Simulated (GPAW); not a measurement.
# O K edge of SnO2 (Pnnm): cell size and cost

How large a supercell does the O K edge of SnO2 (Pnnm) need, and what does it cost? The absorber has 3 Sn at 2.09 Å (distorted trigonal planar, site symmetry m).

The runs were made apart and are set side by side; the one with the holes farthest apart serves as the reference. All curves get a further Gaussian of 1.5 eV full width, so that line shapes and meshes matter less.

## Step 1: Cost and result by level

| run | hole distance (Å) | k mesh | core time | raw zero (eV) | zero less the added terms (eV) | r.m.s. from the reference after the best shift (%) |
| --- | --- | --- | --- | --- | --- | --- |
| GPAW LDA, 12 atoms | 5.8 | 5×5×5 | 8.5 min | 532.6 | 523.8 | 6 |
| GPAW LDA, 24 atoms | 6.8 | 3×3×3 | 22 min | 532.8 | 523.9 | - |

Times are from shared hosts. The zero: total-energy differences plus the lowest empty eigenvalue of the charged cell, less 8.8 eV, the free-atom term for the hole's spin; LDA puts this hole about 4 eV below PBE, itself good to a few eV.

| E (eV) | GPAW LDA, 12 atoms | GPAW LDA, 24 atoms |
| --- | --- | --- |
| -2.00 | 0.00 | 0.00 |
| -1.25 | 0.00 | 0.00 |
| -0.50 | 0.01 | 0.00 |
| 0.25 | 0.03 | 0.03 |
| 1.00 | 0.12 | 0.12 |
| 1.75 | 0.39 | 0.39 |
| 2.50 | 0.91 | 1.09 |
| 3.25 | 1.55 | 1.88 |
| 4.00 | 1.84 | 1.78 |
| 4.75 | 1.43 | 1.10 |
| 5.50 | 0.88 | 0.79 |
| 6.25 | 0.83 | 1.01 |
| 7.00 | 1.21 | 1.51 |
| 7.75 | 1.67 | 1.94 |
| 8.50 | 2.13 | 2.23 |
| 9.25 | 2.44 | 2.33 |
| 10.00 | 2.29 | 2.09 |
| 10.75 | 1.82 | 1.64 |
| 11.50 | 1.33 | 1.16 |
| 12.25 | 0.89 | 0.74 |
| 13.00 | 0.56 | 0.47 |
| 13.75 | 0.38 | 0.34 |
| 14.50 | 0.32 | 0.31 |
| 15.25 | 0.33 | 0.34 |
| 16.00 | 0.39 | 0.41 |
| 16.75 | 0.48 | 0.50 |
| 17.50 | 0.56 | 0.57 |
| 18.25 | 0.61 | 0.62 |
| 19.00 | 0.64 | 0.64 |
| 19.75 | 0.64 | 0.66 |
| 20.50 | 0.66 | 0.69 |
| 21.25 | 0.70 | 0.73 |
| 22.00 | 0.75 | 0.79 |
| 22.75 | 0.81 | 0.85 |
| 23.50 | 0.88 | 0.91 |
| 24.25 | 0.96 | 0.98 |
| 25.00 | 1.05 | 1.05 |
| 25.75 | 1.10 | 1.10 |
| 26.50 | 1.11 | 1.11 |
| 27.25 | 1.08 | 1.09 |
| 28.00 | 1.05 | 1.07 |
| 28.75 | 1.06 | 1.08 |
| 29.50 | 1.12 | 1.14 |
| 30.25 | 1.21 | 1.22 |
| 31.00 | 1.29 | 1.27 |
| 31.75 | 1.30 | 1.26 |

## Step 2: Reading

The smallest cell differs from the reference by 6 % r.m.s. after a shift of 0.4 eV at 0.39 of its cost, so it already gives the shape. Its highest intensity below 16 eV lies at 9.4 eV against 9.1 eV. Whether the reference itself is converged wasn't tested.

 Lifetime broadening is put in by hand, and intensities beyond about 20 eV depend on it. Meshes are coarse enough for small ripples in SnO2 (Pnnm) and SnO2 (Pnnm). Some cells keep the holes under 6.5 Å apart, so shapes are probably not fully converged. The structures are entries of the Materials Project (computed), used as given.

[Hosts, paths, dates, database ids (printed as entryN), source tags and the programs' standing remarks are cut or masked in the printed files.]
